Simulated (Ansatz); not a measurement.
# Settings and their price: generalised stacking fault on (111) (glide set) of a Ge-Si solid solution (72 atoms)

The cell holds 72 atoms: 51 Ge and 21 Si. Cell: a = 6.849 Å, b = 11.862 Å, c = 19.579 Å, α = 90.0°, β = 88.3°, γ = 90.0°. It derives from Ge and Si. Diamond-structure Ge lattice (a = 5.5919 Å, the value set for the mixture), cell with z along [111], 1 x 3 x 2 periods; the third cell vector is tilted by 0.083 of 1/2[11-2] and lengthened by 0.2 Å, so the cell holds one fault (glide set); displaced by a Gaussian of 0.01 Å; 21 of 72 Ge sites given to Si at random (lattice constant by Vegard's rule between Ge and Si).

Geometry: as built.

Reference run: Kohn-Sham DFT, revPBE, PAW (set soft_2), plane waves (Ansatz 0.2.0), cutoff 420 eV, k-mesh 5×3×2, fermi-dirac smearing of 0.05 eV.

| Property | Result |
| --- | --- |
| r.m.s. force component | 0.5211 eV/Å |
| pressure | 4.354 GPa |
| spacing of highest filled and lowest empty level | 0.0576 eV |
| SCF cycles | 9 |
| time | 23 min on 4 threads of Arm Neoverse V1, shared host |

**Question.** The cell is repeated and solved at Γ. How do error, time and memory go?
- plane waves, 72 atoms (1×1×1)
- support functions, 72 atoms (1×1×1)
- plane waves, 144 atoms (2×1×1)
- support functions, 144 atoms (2×1×1)

Differences are against the typed cell on a 5×3×2 mesh, which samples like Γ on 2160 atoms (r.m.s. force component 0.521 eV/Å). Every repeated cell is solved at Γ, and forces are averaged over the copies of each atom. Hardware: 4 threads of Arm Neoverse V1, shared host.

```
atoms  repeats              basis  Δ force, r.m.s. (meV/Å)  Δ energy (meV/atom)  less plane waves of the same size (meV/atom)  spread among copies (meV/Å)  SCF cycles     time  host memory (GiB)
   72    1×1×1        plane waves                      216                 88.1                                             -                            -           9     23 s                2.2
   72    1×1×1  support functions                      216                 87.1                                          -1.0                            -          12  2.2 min                3.4
  144    2×1×1        plane waves                     50.4                 58.1                                             -                            0           8  1.8 min                6.2
  144    2×1×1  support functions                     50.5                 57.1                                          -1.0                            0          12  4.5 min                5.6
```

Repeating the cell at Γ samples more k-points: in plane waves the energy difference from the dense mesh goes from 88.1 meV/atom at 72 atoms to 58.1 at 144, and the force difference from 216 to 50 meV/Å. At equal size the support functions lie 1.0 meV/atom below plane waves, likely because their grid holds more waves than 420 eV; no run tests this. At the largest size the support functions' forces differ from the reference by 9.7 % of the r.m.s. force, which holds the difference of sampling between the two as well as that of the basis.

[Logs are printed without paths, hosts, clocks, repeated set-up lines and the standing remarks that a program may print on its own settings, such as how far it seeks lower states.]

[Hosts, paths, dates, database ids (printed as entryN), source tags and the programs' standing remarks are cut or masked in the printed files.]
